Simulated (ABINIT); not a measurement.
# AlBTe3 (Pm-3m): zone-centre phonons, part 4 of 4

Which modes does AlBTe3 (Pm-3m) have at the zone centre?

ABINIT 10.8.3; DFT LDA, scalar-relativistic, plane waves, PseudoDojo norm-conserving pseudopotentials.

So far. Step 6 (Linear response at Γ): The acoustic modes at Γ come out as far as 3.6 cm⁻¹ from zero, where they should vanish, a small numerical error. The lowest optical mode is imaginary, 102i cm⁻¹, an instability at this level and on this k mesh. Step 7 (Zone-centre analysis): The rule moves no optical mode by more than 0.2 cm⁻¹. The relaxed cell has a = 4.809 Å (conventional setting).

The structure was built from a prototype and need not be the compound's stable phase.

### Step 8. Sum rules set otherwise (asr 0)

Without the rule the raw error of the acoustic modes shows.

anaddb.abi

```
ddb_filepath "gamma_DDB"
output_file "anaddb.abo"
outdata_prefix "anaddb"
asr 0
chneut 0
enunit 2
eivec 1
nph1l 1
qph1l 0.0 0.0 0.0 1.0
```

mrgddb.in

```
gamma_DDB
merged
2
dfpt_gammao_DDB
gso_DDB
```

On the command line:

```sh
$ mrgddb < mrgddb.in > mrgddb.log
$ OMP_NUM_THREADS=1 anaddb anaddb.abi > anaddb.log
```

anaddb.abo, the main output file:

```text
-outvars_anaddb: echo values of input variables ----------------------

 Miscellaneous information :
      enunit         2
       eivec         1
      chneut         0
 First list of wavevector (reduced coord.) :
       nph1l         1
       qph1l
                     0.00000000E+00  0.00000000E+00  0.00000000E+00    1.000E+00

================================================================================

 read the DDB information and perform some checks

  ==== Info on the Cryst% object ====
 Real(R)+Recip(G) space primitive vectors, cartesian coordinates (Bohr,Bohr^-1):
 R(1)=  9.0875076  0.0000000  0.0000000  G(1)=  0.1100412  0.0000000  0.0000000
 R(2)=  0.0000000  9.0875076  0.0000000  G(2)=  0.0000000  0.1100412  0.0000000
 R(3)=  0.0000000  0.0000000  9.0875076  G(3)=  0.0000000  0.0000000  0.1100412
 Unit cell volume ucvol=  7.5047176E+02 bohr^3
 Angles (23,13,12)=  9.00000000E+01  9.00000000E+01  9.00000000E+01 degrees
 Time-reversal symmetry is present
 Reduced atomic positions [iatom, xred, symbol]:
    1)    0.0000000  0.0000000  0.0000000  Al
    2)    0.5000000  0.5000000  0.5000000   B
    3)    0.5000000  0.5000000  0.0000000  Te
    4)    0.5000000  0.0000000  0.5000000  Te
    5)    0.0000000  0.5000000  0.5000000  Te

 DDB file with 3 blocks has been read.

================================================================================

 Treat the first list of vectors

  Phonon wavevector (reduced coordinates) :  0.00000  0.00000  0.00000
 Phonon energies in Hartree :
  -4.659223E-04 -4.659223E-04 -4.659223E-04 -1.648556E-05 -1.648556E-05
  -1.648556E-05  1.384303E-04  1.384303E-04  1.384303E-04  3.316928E-04
   3.316928E-04  3.316928E-04  1.000376E-03  1.000376E-03  1.000376E-03
 Phonon energies in meV     :
- -1.267839E+01 -1.267839E+01 -1.267839E+01 -4.485950E-01 -4.485950E-01
- -4.485950E-01  3.766879E+00  3.766879E+00  3.766879E+00  9.025820E+00
-  9.025820E+00  9.025820E+00  2.722162E+01  2.722162E+01  2.722162E+01
 Phonon frequencies in cm-1    :
- -1.022581E+02 -1.022581E+02 -1.022581E+02 -3.618163E+00 -3.618163E+00
- -3.618163E+00  3.038193E+01  3.038193E+01  3.038193E+01  7.279815E+01
-  7.279815E+01  7.279815E+01  2.195572E+02  2.195572E+02  2.195572E+02
 Phonon frequencies in Thz     :
- -3.065621E+00 -3.065621E+00 -3.065621E+00 -1.084698E-01 -1.084698E-01
- -1.084698E-01  9.108274E-01  9.108274E-01  9.108274E-01  2.182434E+00
-  2.182434E+00  2.182434E+00  6.582158E+00  6.582158E+00  6.582158E+00
 Phonon energies in Kelvin  :
- -1.471266E+02 -1.471266E+02 -1.471266E+02 -5.205729E+00 -5.205729E+00
- -5.205729E+00  4.371282E+01  4.371282E+01  4.371282E+01  1.047403E+02
-  1.047403E+02  1.047403E+02  3.158938E+02  3.158938E+02  3.158938E+02

 Eigendisplacements
 (will be given, for each mode : in cartesian coordinates
   for each atom the real part of the displacement vector,
   then the imaginary part of the displacement vector - absolute values smaller than 1.0d-7 are set to zero)
  Mode number    1   Energy   -4.659223E-04
 Attention : low frequency mode.
   (Could be unstable or acoustic mode)
-  1  0.00000000E+00  0.00000000E+00 -4.30379018E-03
-     0.00000000E+00  0.00000000E+00  0.00000000E+00
-  2  0.00000000E+00  0.00000000E+00 -3.66908566E-04
-     0.00000000E+00  0.00000000E+00  0.00000000E+00
-  3  0.00000000E+00  0.00000000E+00  8.95721825E-05
-     0.00000000E+00  0.00000000E+00  0.00000000E+00
-  4  0.00000000E+00  0.00000000E+00  4.26089937E-04
-     0.00000000E+00  0.00000000E+00  0.00000000E+00
-  5  0.00000000E+00  0.00000000E+00  4.26089937E-04
-     0.00000000E+00  0.00000000E+00  0.00000000E+00
  Mode number    2   Energy   -4.659223E-04
 Attention : low frequency mode.
   (Could be unstable or acoustic mode)
-  1  0.00000000E+00 -4.30379018E-03  0.00000000E+00
-     0.00000000E+00  0.00000000E+00  0.00000000E+00
-  2  0.00000000E+00 -3.66908566E-04  0.00000000E+00
-     0.00000000E+00  0.00000000E+00  0.00000000E+00
-  3  0.00000000E+00  4.26089937E-04  0.00000000E+00
-     0.00000000E+00  0.00000000E+00  0.00000000E+00
-  4  0.00000000E+00  8.95721825E-05  0.00000000E+00
-     0.00000000E+00  0.00000000E+00  0.00000000E+00
-  5  0.00000000E+00  4.26089937E-04  0.00000000E+00
-     0.00000000E+00  0.00000000E+00  0.00000000E+00
  Mode number    3   Energy   -4.659223E-04
 Attention : low frequency mode.
   (Could be unstable or acoustic mode)
-  1  4.30379018E-03  0.00000000E+00  0.00000000E+00
-     0.00000000E+00  0.00000000E+00  0.00000000E+00
-  2  3.66908566E-04  0.00000000E+00  0.00000000E+00
-     0.00000000E+00  0.00000000E+00  0.00000000E+00
-  3 -4.26089937E-04  0.00000000E+00  0.00000000E+00
-     0.00000000E+00  0.00000000E+00  0.00000000E+00
-  4 -4.26089937E-04  0.00000000E+00  0.00000000E+00
-     0.00000000E+00  0.00000000E+00  0.00000000E+00
-  5 -8.95721825E-05  0.00000000E+00  0.00000000E+00
-     0.00000000E+00  0.00000000E+00  0.00000000E+00
  Mode number    4   Energy   -1.648556E-05
 Attention : low frequency mode.
   (Could be unstable or acoustic mode)
-  1  0.00000000E+00  0.00000000E+00 -1.14121678E-03
-     0.00000000E+00  0.00000000E+00  0.00000000E+00
-  2  0.00000000E+00  0.00000000E+00 -1.15038749E-03
-     0.00000000E+00  0.00000000E+00  0.00000000E+00
-  3  0.00000000E+00  0.00000000E+00 -1.14497024E-03
-     0.00000000E+00  0.00000000E+00  0.00000000E+00
-  4  0.00000000E+00  0.00000000E+00 -1.14033785E-03
-     0.00000000E+00  0.00000000E+00  0.00000000E+00
-  5  0.00000000E+00  0.00000000E+00 -1.14033785E-03
-     0.00000000E+00  0.00000000E+00  0.00000000E+00
  Mode number    5   Energy   -1.648556E-05
 Attention : low frequency mode.
   (Could be unstable or acoustic mode)
-  1  0.00000000E+00 -1.14121678E-03  0.00000000E+00
-     0.00000000E+00  0.00000000E+00  0.00000000E+00
-  2  0.00000000E+00 -1.15038749E-03  0.00000000E+00
-     0.00000000E+00  0.00000000E+00  0.00000000E+00
-  3  0.00000000E+00 -1.14033785E-03  0.00000000E+00
-     0.00000000E+00  0.00000000E+00  0.00000000E+00
-  4  0.00000000E+00 -1.14497024E-03  0.00000000E+00
-     0.00000000E+00  0.00000000E+00  0.00000000E+00
-  5  0.00000000E+00 -1.14033785E-03  0.00000000E+00
-     0.00000000E+00  0.00000000E+00  0.00000000E+00
  Mode number    6   Energy   -1.648556E-05
 Attention : low frequency mode.
   (Could be unstable or acoustic mode)
-  1  1.14121678E-03  0.00000000E+00  0.00000000E+00
-     0.00000000E+00  0.00000000E+00  0.00000000E+00
-  2  1.15038749E-03  0.00000000E+00  0.00000000E+00
-     0.00000000E+00  0.00000000E+00  0.00000000E+00
-  3  1.14033785E-03  0.00000000E+00  0.00000000E+00
-     0.00000000E+00  0.00000000E+00  0.00000000E+00
-  4  1.14033785E-03  0.00000000E+00  0.00000000E+00
-     0.00000000E+00  0.00000000E+00  0.00000000E+00
-  5  1.14497024E-03  0.00000000E+00  0.00000000E+00
-     0.00000000E+00  0.00000000E+00  0.00000000E+00
  Mode number    7   Energy    1.384303E-04
-  1  0.00000000E+00  0.00000000E+00  0.00000000E+00
-     0.00000000E+00  0.00000000E+00  0.00000000E+00
-  2  0.00000000E+00  0.00000000E+00  0.00000000E+00
-     0.00000000E+00  0.00000000E+00  0.00000000E+00
-  3  0.00000000E+00  0.00000000E+00  0.00000000E+00
-     0.00000000E+00  0.00000000E+00  0.00000000E+00
-  4  0.00000000E+00  0.00000000E+00  1.46615408E-03
-     0.00000000E+00  0.00000000E+00  0.00000000E+00
-  5  0.00000000E+00  0.00000000E+00 -1.46615408E-03
-     0.00000000E+00  0.00000000E+00  0.00000000E+00
  Mode number    8   Energy    1.384303E-04
-  1  0.00000000E+00  0.00000000E+00  0.00000000E+00
-     0.00000000E+00  0.00000000E+00  0.00000000E+00
-  2  0.00000000E+00  0.00000000E+00  0.00000000E+00
-     0.00000000E+00  0.00000000E+00  0.00000000E+00
-  3  0.00000000E+00  1.46615408E-03  0.00000000E+00
-     0.00000000E+00  0.00000000E+00  0.00000000E+00
-  4  0.00000000E+00  0.00000000E+00  0.00000000E+00
-     0.00000000E+00  0.00000000E+00  0.00000000E+00
-  5  0.00000000E+00 -1.46615408E-03  0.00000000E+00
-     0.00000000E+00  0.00000000E+00  0.00000000E+00
  Mode number    9   Energy    1.384303E-04
-  1  0.00000000E+00  0.00000000E+00  0.00000000E+00
-     0.00000000E+00  0.00000000E+00  0.00000000E+00
-  2  0.00000000E+00  0.00000000E+00  0.00000000E+00
-     0.00000000E+00  0.00000000E+00  0.00000000E+00
-  3  1.46615408E-03  0.00000000E+00  0.00000000E+00
-     0.00000000E+00  0.00000000E+00  0.00000000E+00
-  4 -1.46615408E-03  0.00000000E+00  0.00000000E+00
-     0.00000000E+00  0.00000000E+00  0.00000000E+00
-  5  0.00000000E+00  0.00000000E+00  0.00000000E+00
-     0.00000000E+00  0.00000000E+00  0.00000000E+00
  Mode number   10   Energy    3.316928E-04
-  1  0.00000000E+00  0.00000000E+00 -7.10277769E-04
-     0.00000000E+00  0.00000000E+00  0.00000000E+00
-  2  0.00000000E+00  0.00000000E+00  3.67701686E-03
-     0.00000000E+00  0.00000000E+00  0.00000000E+00
-  3  0.00000000E+00  0.00000000E+00  1.36649896E-03
-     0.00000000E+00  0.00000000E+00  0.00000000E+00
-  4  0.00000000E+00  0.00000000E+00 -7.68013294E-04
-     0.00000000E+00  0.00000000E+00  0.00000000E+00
-  5  0.00000000E+00  0.00000000E+00 -7.68013294E-04
-     0.00000000E+00  0.00000000E+00  0.00000000E+00
  Mode number   11   Energy    3.316928E-04
-  1  0.00000000E+00 -7.10277769E-04  0.00000000E+00
-     0.00000000E+00  0.00000000E+00  0.00000000E+00
-  2  0.00000000E+00  3.67701686E-03  0.00000000E+00
-     0.00000000E+00  0.00000000E+00  0.00000000E+00
-  3  0.00000000E+00 -7.68013294E-04  0.00000000E+00
-     0.00000000E+00  0.00000000E+00  0.00000000E+00
-  4  0.00000000E+00  1.36649896E-03  0.00000000E+00
-     0.00000000E+00  0.00000000E+00  0.00000000E+00
-  5  0.00000000E+00 -7.68013294E-04  0.00000000E+00
-     0.00000000E+00  0.00000000E+00  0.00000000E+00
  Mode number   12   Energy    3.316928E-04
-  1  7.10277769E-04  0.00000000E+00  0.00000000E+00
-     0.00000000E+00  0.00000000E+00  0.00000000E+00
-  2 -3.67701686E-03  0.00000000E+00  0.00000000E+00
-     0.00000000E+00  0.00000000E+00  0.00000000E+00
-  3  7.68013294E-04  0.00000000E+00  0.00000000E+00
-     0.00000000E+00  0.00000000E+00  0.00000000E+00
-  4  7.68013294E-04  0.00000000E+00  0.00000000E+00
-     0.00000000E+00  0.00000000E+00  0.00000000E+00
-  5 -1.36649896E-03  0.00000000E+00  0.00000000E+00
-     0.00000000E+00  0.00000000E+00  0.00000000E+00
  Mode number   13   Energy    1.000376E-03
-  1  0.00000000E+00  0.00000000E+00  4.68596046E-05
-     0.00000000E+00  0.00000000E+00  0.00000000E+00
-  2  0.00000000E+00  0.00000000E+00 -5.98032502E-03
-     0.00000000E+00  0.00000000E+00  0.00000000E+00
-  3  0.00000000E+00  0.00000000E+00  1.05494841E-03
-     0.00000000E+00  0.00000000E+00  0.00000000E+00
-  4  0.00000000E+00  0.00000000E+00 -2.78998795E-04
-     0.00000000E+00  0.00000000E+00  0.00000000E+00
-  5  0.00000000E+00  0.00000000E+00 -2.78998795E-04
-     0.00000000E+00  0.00000000E+00  0.00000000E+00
  Mode number   14   Energy    1.000376E-03
-  1  0.00000000E+00  4.68596046E-05  0.00000000E+00
-     0.00000000E+00  0.00000000E+00  0.00000000E+00
-  2  0.00000000E+00 -5.98032502E-03  0.00000000E+00
-     0.00000000E+00  0.00000000E+00  0.00000000E+00
-  3  0.00000000E+00 -2.78998795E-04  0.00000000E+00
-     0.00000000E+00  0.00000000E+00  0.00000000E+00
-  4  0.00000000E+00  1.05494841E-03  0.00000000E+00
-     0.00000000E+00  0.00000000E+00  0.00000000E+00
-  5  0.00000000E+00 -2.78998795E-04  0.00000000E+00
-     0.00000000E+00  0.00000000E+00  0.00000000E+00
  Mode number   15   Energy    1.000376E-03
-  1  4.68596046E-05  0.00000000E+00  0.00000000E+00
-     0.00000000E+00  0.00000000E+00  0.00000000E+00
-  2 -5.98032502E-03  0.00000000E+00  0.00000000E+00
-     0.00000000E+00  0.00000000E+00  0.00000000E+00
-  3 -2.78998795E-04  0.00000000E+00  0.00000000E+00
-     0.00000000E+00  0.00000000E+00  0.00000000E+00
-  4 -2.78998795E-04  0.00000000E+00  0.00000000E+00
-     0.00000000E+00  0.00000000E+00  0.00000000E+00
-  5  1.05494841E-03  0.00000000E+00  0.00000000E+00
-     0.00000000E+00  0.00000000E+00  0.00000000E+00

 Analysis of degeneracies and characters (maximum tolerance=1.00E-06 a.u.)
 For each vibration mode, or group of modes if degenerate,
 the characters are given for each symmetry operation (see the list in the log file).
 Symmetry characters of vibration mode #   1
       degenerate with vibration modes #   2 to    3
  3.0 -3.0 -1.0  1.0 -1.0  1.0 -1.0  1.0  1.0 -1.0 -1.0  1.0  1.0 -1.0 -1.0  1.0
  0.0 -0.0  0.0 -0.0  0.0 -0.0 -0.0  0.0  1.0 -1.0 -1.0  1.0 -1.0  1.0  1.0 -1.0
  0.0 -0.0  0.0 -0.0 -0.0  0.0  0.0 -0.0  1.0 -1.0  1.0 -1.0 -1.0  1.0 -1.0  1.0
 Symmetry characters of vibration mode #   4
       degenerate with vibration modes #   5 to    6
  3.0 -3.0 -1.0  1.0 -1.0  1.0 -1.0  1.0  1.0 -1.0 -1.0  1.0  1.0 -1.0 -1.0  1.0
  0.0 -0.0  0.0 -0.0 -0.0  0.0 -0.0  0.0  1.0 -1.0 -1.0  1.0 -1.0  1.0  1.0 -1.0
  0.0 -0.0 -0.0  0.0 -0.0  0.0  0.0 -0.0  1.0 -1.0  1.0 -1.0 -1.0  1.0 -1.0  1.0
 Symmetry characters of vibration mode #   7
       degenerate with vibration modes #   8 to    9
  3.0 -3.0 -1.0  1.0 -1.0  1.0 -1.0  1.0 -1.0  1.0  1.0 -1.0 -1.0  1.0  1.0 -1.0
 -0.0  0.0  0.0 -0.0 -0.0  0.0  0.0 -0.0 -1.0  1.0  1.0 -1.0  1.0 -1.0 -1.0  1.0
 -0.0  0.0 -0.0  0.0  0.0 -0.0  0.0 -0.0 -1.0  1.0 -1.0  1.0  1.0 -1.0  1.0 -1.0
 Symmetry characters of vibration mode #  10
       degenerate with vibration modes #  11 to   12
  3.0 -3.0 -1.0  1.0 -1.0  1.0 -1.0  1.0  1.0 -1.0 -1.0  1.0  1.0 -1.0 -1.0  1.0
  0.0 -0.0 -0.0  0.0 -0.0  0.0  0.0 -0.0  1.0 -1.0 -1.0  1.0 -1.0  1.0  1.0 -1.0
  0.0 -0.0 -0.0  0.0  0.0 -0.0 -0.0  0.0  1.0 -1.0  1.0 -1.0 -1.0  1.0 -1.0  1.0
 Symmetry characters of vibration mode #  13
       degenerate with vibration modes #  14 to   15
  3.0 -3.0 -1.0  1.0 -1.0  1.0 -1.0  1.0  1.0 -1.0 -1.0  1.0  1.0 -1.0 -1.0  1.0
  0.0 -0.0  0.0 -0.0 -0.0  0.0 -0.0  0.0  1.0 -1.0 -1.0  1.0 -1.0  1.0  1.0 -1.0
  0.0 -0.0 -0.0  0.0 -0.0  0.0  0.0 -0.0  1.0 -1.0  1.0 -1.0 -1.0  1.0 -1.0  1.0
-
```

Run time: 0.5 s. Hardware: 1 thread of Arm Neoverse V1, shared host.

This step gave:

- highest optical zone-centre mode (no LO-TO term): 219.6 cm⁻¹

Zone-centre frequencies as printed; negative means imaginary. Modes:

```
mode  frequency (cm⁻¹)
   1            -102.3
   2            -102.3
   3            -102.3
   4             -3.62
   5             -3.62
   6             -3.62
   7             30.38
   8             30.38
   9             30.38
  10              72.8
  11              72.8
  12              72.8
  13             219.6
  14             219.6
  15             219.6
```

### Step 9. Summary of results

```json
{
 "space group after relaxation": "Pm-3m",
 "volume per atom": "22.2 Å³",
 "highest optical zone-centre mode (no LO-TO term)": "219.7 cm⁻¹",
 "lowest optical zone-centre mode": "-102.3 cm⁻¹",
 "imaginary optical modes at the zone centre (no q mesh in this session)": "yes"
}
```

In words: At the LDA level the optical modes of AlBTe3 (Pm-3m) at the zone centre run from 102i to 220 cm⁻¹, so the structure is a saddle point, with 3 modes beyond 10i cm⁻¹ there. The base run prints -0.57 GPa, mostly the error of a finite basis; the relaxation, with a smoothed and higher cutoff, had brought the cell to rest. These are harmonic frequencies at zero temperature: anharmonic shifts and linewidths and thermal expansion are left out. Spin-orbit coupling is left out, which can matter for the heavy elements here. In a metal the frequencies hang on the k mesh and the smearing, most of all near Kohn anomalies. The structure is a hypothetical one, built on a prototype.

[Host names and launcher messages were left out of these logs when they were recorded.]

[Logs are printed without paths, hosts, clocks, repeated set-up lines and the standing remarks that a program may print on its own settings, such as how far it seeks lower states.]

[Hosts, paths, dates, database ids (printed as entryN), source tags and the programs' standing remarks are cut or masked in the printed files.]
